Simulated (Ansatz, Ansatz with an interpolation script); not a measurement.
## Settings in Wannier-interpolated G0W0: ThSO (P4/nmm)

How do the Wannier model and the GW settings move the interpolated bands of ThSO (P4/nmm)?

Main program and level: Ansatz 0.2.0; maximally localised Wannier functions, LDA, plane waves, PAW; PAW set soft_1.

Most raw output is cut from this account.

### 1. The structure

The structure is tetragonal, space group P4/nmm (No. 129). The conventional cell has a = 3.963 Å, b = 3.963 Å, c = 6.746 Å, α = 90.00°, β = 90.00°, γ = 90.00°. Nearest to Th lie 4 O at 2.40 Å and 6 S at 2.99 to 3.73 Å. Nearest to S lie 6 Th at 2.99 to 3.73 Å. Nearest to O lie 4 Th at 2.40 Å. Farther neighbours and most contacts between anions are not listed.

The cell and positions come from the Crystallography Open Database and are kept as given unless a step says otherwise. Spin-orbit coupling is left out unless a step names it.

### 2. Wannier model on 8×8×8

Localised functions give a small Hamiltonian that interpolates between mesh points at no cost.

The input, input.yaml:

```yaml
crystal:
  lattice:
    - [3.963, 0.0, 0.0]
    - [0.0, 3.963, 0.0]
    - [0.0, 0.0, 6.746]
  atoms:
    - { symbol: Th, position: [0.0, 0.5, 0.2] }
    - { symbol: Th, position: [0.5, 0.0, 0.8] }
    - { symbol: S, position: [0.0, 0.5, 0.647] }
    - { symbol: S, position: [0.5, 0.0, 0.353] }
    - { symbol: O, position: [0.0, 0.0, 0.0] }
    - { symbol: O, position: [0.5, 0.5, 0.0] }
kpoints:
  mp_grid: { grid: [4, 4, 4] }
hamiltonian:
  xc: lda
  pseudopotentials: { kind: paw, azcp: { folder: soft_1 }, xc_functional: pbe }
scf:
  occupations: { method: fixed }
  n_extra_bands: 56
output:
  wannier:
    kmesh: [8, 8, 8]
    projections:
      - { species: O, l: p, shell: 2 }
      - { species: S, l: p, shell: 3 }
      - { species: Th, l: f, shell: 5 }
    minimise: true
    write_hr: true
    seedname: w
    conv_tol: 1.0e-06
    max_iter: 20000
    stability_check: false
    disentanglement:
      window: [6.35, 19.54]
      frozen_window: [6.35, 15.62]
      conv_tol: 1.0e-08
```

Started as:

```console
ansatz run input.yaml --threads 8 --pin off --max-ram 18432MiB --backend cpu --events-out ev --progress --plain --runs-dir out
```

It took 34 s on 8 threads of AMD EPYC 7B13 (Zen 3), shared host; peak memory 1.9 GiB; 3.1 min of CPU time.

Numbers from this step:

* gauge-invariant spread: 46.23 Å²
* diagonal spread: 0.04890 Å²
* off-diagonal spread: 5.341 Å²
* total spread: 51.62 Å²
* least projectability: 0.3091
* localisation steps: 1071
* disentanglement steps: 305
* r.m.s. interpolation error: 5.58e-4 eV
* r.m.s. error near the gap: 7.76e-4 eV

Near the gap the model misses directly solved bands by 0.8 meV r.m.s. and by 6 meV at most in the window tested. This tests the starting bands, not the corrections carried with them.

### 3. Wannier model on 4×4×4

Changes to input.yaml since step 2:

```diff
@@ -22,3 +22,3 @@
   wannier:
-    kmesh: [8, 8, 8]
+    kmesh: [4, 4, 4]
     projections:
```

The job ended after 4.7 s (8 threads; peak memory 0.74 GiB; 28 s of CPU time).

Numbers from this step:

- gauge-invariant spread: 42.50 Å²
- diagonal spread: 0.04867 Å²
- off-diagonal spread: 4.933 Å²
- total spread: 47.48 Å²
- least projectability: 0.3091
- localisation steps: 242
- disentanglement steps: 106
- r.m.s. interpolation error: 0.007989 eV
- r.m.s. error near the gap: 0.009649 eV

Near the gap the model misses directly solved bands by 9.6 meV r.m.s. and by 64 meV at most in the window tested. This tests the starting bands, not the corrections carried with them.

Frozen up to 3.43 eV; above it the model need not follow the bands. Electronic bands along the path, in eV, zero at the valence-band top; v1 is the highest filled band, c1 the lowest empty one:

```tsv
point	v4	v3	v2	v1	c1	c2	c3	c4
Γ	-1.93	-0.18	-0.18	0.00	0.83	2.24	2.88	3.09
halfway	-2.13	-1.68	-1.06	-0.61	1.95	2.61	3.10	3.20
X	-2.14	-2.14	-1.46	-1.46	2.79	2.79	3.35	3.35
halfway	-1.56	-1.56	-1.28	-1.28	2.84	2.84	3.03	3.03
M	-1.95	-1.95	-1.26	-1.26	2.74	2.74	3.30	3.30
halfway	-1.89	-1.57	-1.08	-0.73	2.47	3.08	3.11	3.12
Γ	-1.93	-0.18	-0.18	0.00	0.83	2.24	2.88	3.09
halfway	-1.67	-0.55	-0.40	-0.40	1.04	2.04	2.90	3.14
Z	-1.28	-1.28	-0.77	-0.77	1.52	1.57	2.93	3.14
halfway	-1.55	-1.51	-0.98	-0.46	2.21	2.33	3.05	3.06
R	-1.94	-1.94	-1.21	-1.21	2.78	2.78	3.28	3.28
halfway	-1.63	-1.63	-1.33	-1.33	2.88	2.88	3.15	3.15
A	-1.19	-1.19	-1.13	-1.13	2.93	2.93	2.98	2.98
halfway	-2.06	-1.48	-0.99	-0.78	2.69	2.99	3.00	3.01
Z	-1.28	-1.28	-0.77	-0.77	1.52	1.57	2.93	3.14
jump to X	-2.14	-2.14	-1.46	-1.46	2.79	2.79	3.35	3.35
halfway	-2.04	-2.04	-1.32	-1.32	2.79	2.79	3.35	3.35
R	-1.94	-1.94	-1.21	-1.21	2.78	2.78	3.28	3.28
jump to M	-1.95	-1.95	-1.26	-1.26	2.74	2.74	3.30	3.30
halfway	-1.50	-1.50	-1.23	-1.23	2.80	2.80	3.15	3.15
A	-1.19	-1.19	-1.13	-1.13	2.93	2.93	2.98	2.98
```

The same for Kohn-Sham, solved directly:

```tsv
point	v4	v3	v2	v1	c1	c2	c3	c4
Γ	-1.93	-0.18	-0.18	0.00	0.83	2.24	2.88	3.09
X	-2.14	-2.14	-1.46	-1.46	2.79	2.79	3.35	3.35
M	-1.95	-1.95	-1.26	-1.26	2.74	2.74	3.30	3.30
Γ	-1.93	-0.18	-0.18	0.00	0.83	2.24	2.88	3.09
Z	-1.28	-1.28	-0.77	-0.77	1.52	1.57	2.93	3.14
R	-1.94	-1.94	-1.21	-1.21	2.78	2.78	3.28	3.28
A	-1.19	-1.19	-1.13	-1.13	2.93	2.93	2.98	2.98
Z	-1.28	-1.28	-0.77	-0.77	1.52	1.57	2.93	3.14
X	-2.14	-2.14	-1.46	-1.46	2.79	2.79	3.35	3.35
R	-1.94	-1.94	-1.21	-1.21	2.78	2.78	3.28	3.28
M	-1.95	-1.95	-1.26	-1.26	2.74	2.74	3.30	3.30
A	-1.19	-1.19	-1.13	-1.13	2.93	2.93	2.98	2.98
```

### 4. A faulty Wannier input

Changes to input.yaml since step 3:

```diff
@@ -34,4 +34,4 @@
     disentanglement:
-      window: [6.35, 19.54]
-      frozen_window: [6.35, 15.62]
+      window: [-5.83, 7.36]
+      frozen_window: [-5.83, 3.43]
       conv_tol: 1.0e-08
```

Elapsed: 3.4 s, on 8 threads; peak memory 0.74 GiB.

The self-consistent loop converged; the step after it was not made. The program's words: output.wannier: at mesh point 0 (counted from 0) output.wannier.disentanglement.window holds 11 states for 26 functions, beside 0 of inner shells that are left out. Raise the window's top, and output.wannier.disentanglement.top_band where it is typed. No Wannier file is written

The fault put into this input: windows typed from the Fermi level.

### 5. G0W0: 4×4×4 mesh, 441 empty bands, screening to 150 eV, PAW set soft_1 files

Now the one-shot GW correction: screening in the RPA, then the self-energy of the levels asked for.

This step: G0W0 on LDA, plane waves, PAW; PAW set soft_1.

input.yaml, the sections that differ from step 4:

```yaml
scf:
  occupations: { method: fixed }
gw:
  n_empty_bands: 441
  ecut_chi: 150.0
  qp_bands: [v12, c8]
  screening: { model: contour_deformation }
# crystal, kpoints, hamiltonian: as in step 4
# output: removed
```

Run time: 7.8 min. Hardware: 8 threads; peak memory 3 GiB.

The G0W0 gap on the mesh is 2.160 eV.

### 6. G0W0: 2×2×2 mesh, 441 empty bands, screening to 150 eV, PAW set soft_1 files

Changes to input.yaml since step 5:

```diff
@@ -13,3 +13,3 @@
 kpoints:
-  mp_grid: { grid: [4, 4, 4] }
+  mp_grid: { grid: [2, 2, 2] }
 hamiltonian:
```

It took 31 s on 8 threads; peak memory 2.2 GiB.

The G0W0 gap on the mesh is 2.036 eV.

### 7. G0W0: 4×4×4 mesh, 205 empty bands, screening to 90 eV, PAW set soft_1 files

Changes to input.yaml since step 6:

```diff
@@ -13,3 +13,3 @@
 kpoints:
-  mp_grid: { grid: [2, 2, 2] }
+  mp_grid: { grid: [4, 4, 4] }
 hamiltonian:
@@ -20,4 +20,4 @@
 gw:
-  n_empty_bands: 441
-  ecut_chi: 150.0
+  n_empty_bands: 205
+  ecut_chi: 90
   qp_bands: [v12, c8]
```

Wall time 100 s (8 threads); peak memory 1.2 GiB.

The G0W0 gap on the mesh is 2.036 eV.

### 8. G0W0: 4×4×4 mesh, 441 empty bands, screening to 150 eV, plasmon pole, PAW set soft_1 files

Changes to input.yaml since step 7:

```diff
@@ -20,5 +20,5 @@
 gw:
-  n_empty_bands: 205
-  ecut_chi: 90
+  n_empty_bands: 441
+  ecut_chi: 150.0
   qp_bands: [v12, c8]
-  screening: { model: contour_deformation }
+  screening: { model: godby_needs }
```

Run time: 9.7 min. Hardware: 8 threads; peak memory 3 GiB.

The G0W0 gap on the mesh is 2.135 eV.

### 9. Interpolated results

Times are wall times on 8 threads of AMD EPYC 7B13 (Zen 3), shared host, good to a factor of about two.

```tsv
GW mesh	empty bands	cutoff (eV)	frequency	gap on mesh (eV)	gap over zone (eV)	direct gap (eV)	valence width (eV)	GW time
4×4×4	441	150	contour deformation	2.160	2.160	2.160	5.676	7.8 min
2×2×2	441	150	contour deformation	2.036	2.073	2.073	5.666	31 s
4×4×4	205	90	contour deformation	2.036	2.036	2.036	5.779	100 s
4×4×4	441	150	plasmon pole	2.135	2.135	2.135	5.818	9.7 min
```

### 10. Outcome

| Quantity | Value |
| --- | --- |
| 4×4×4 mesh, 441 empty bands, screening to 150 eV, PAW set soft_1 files | 2.16 eV |
| 2×2×2 mesh, 441 empty bands, screening to 150 eV, PAW set soft_1 files | 2.07 eV |
| 4×4×4 mesh, 205 empty bands, screening to 90 eV, PAW set soft_1 files | 2.04 eV |
| 4×4×4 mesh, 441 empty bands, screening to 150 eV, plasmon pole, PAW set soft_1 files | 2.13 eV |

**Reading.** The largest change, −0.12 eV in the gap over the zone, comes with 4×4×4 mesh, 205 empty bands, screening to 90 eV, PAW set soft_1 files. The first run is a reference, not a converged one, and where a row moves several settings no single cause can be named. Rows on another GW mesh add that mesh's corrections to the bands of the one model. Coarser Wannier mesh (4×4×4): the miss near the gap goes from under 1 (the model on 8×8×8) to 10 meV and the total spread from 51.6 to 47.5 Å². With 2×2×2 mesh, 441 empty bands, screening to 150 eV, PAW set soft_1 files the gap over the zone moves by −0.09 eV and that on the mesh by −0.12 eV. With 4×4×4 mesh, 205 empty bands, screening to 90 eV, PAW set soft_1 files the gap over the zone moves by −0.12 eV and that on the mesh by −0.12 eV. With 4×4×4 mesh, 441 empty bands, screening to 150 eV, plasmon pole, PAW set soft_1 files the gap over the zone moves by −0.03 eV and that on the mesh by −0.02 eV. Gaps over the zone and on the mesh differ where an edge lies off the mesh, or where a GW run starts from another density: the starting gap over the zone is 0.835 eV, on the GW meshes it is 0.835 eV and 0.798 eV. The 4×4×4 mesh is coarse for this cell (its supercell is 16 Å along the shortest edge). The RPA ε∞ on it, from the LDA start, is 6.87 and 7.63; such meshes misread the long-range screening, most where the gap is narrow. The compound holds f electrons or empty f levels, where one-shot G0W0 is unsure. The many-body steps are scalar-relativistic: spin-orbit coupling is not in them.

[Paths, hosts, dates, memory and timing lines, banners, echoed tables and standing remarks are left out of the program output.]

[Logs are printed without paths, hosts, clocks, repeated set-up lines and the standing remarks that a program may print on its own settings, such as how far it seeks lower states.]

[Runs of the session that timed out or met a known fault of the program may be left out.]

[Hosts, paths, dates, database ids (printed as entryN), source tags and the programs' standing remarks are cut or masked in the printed files.]
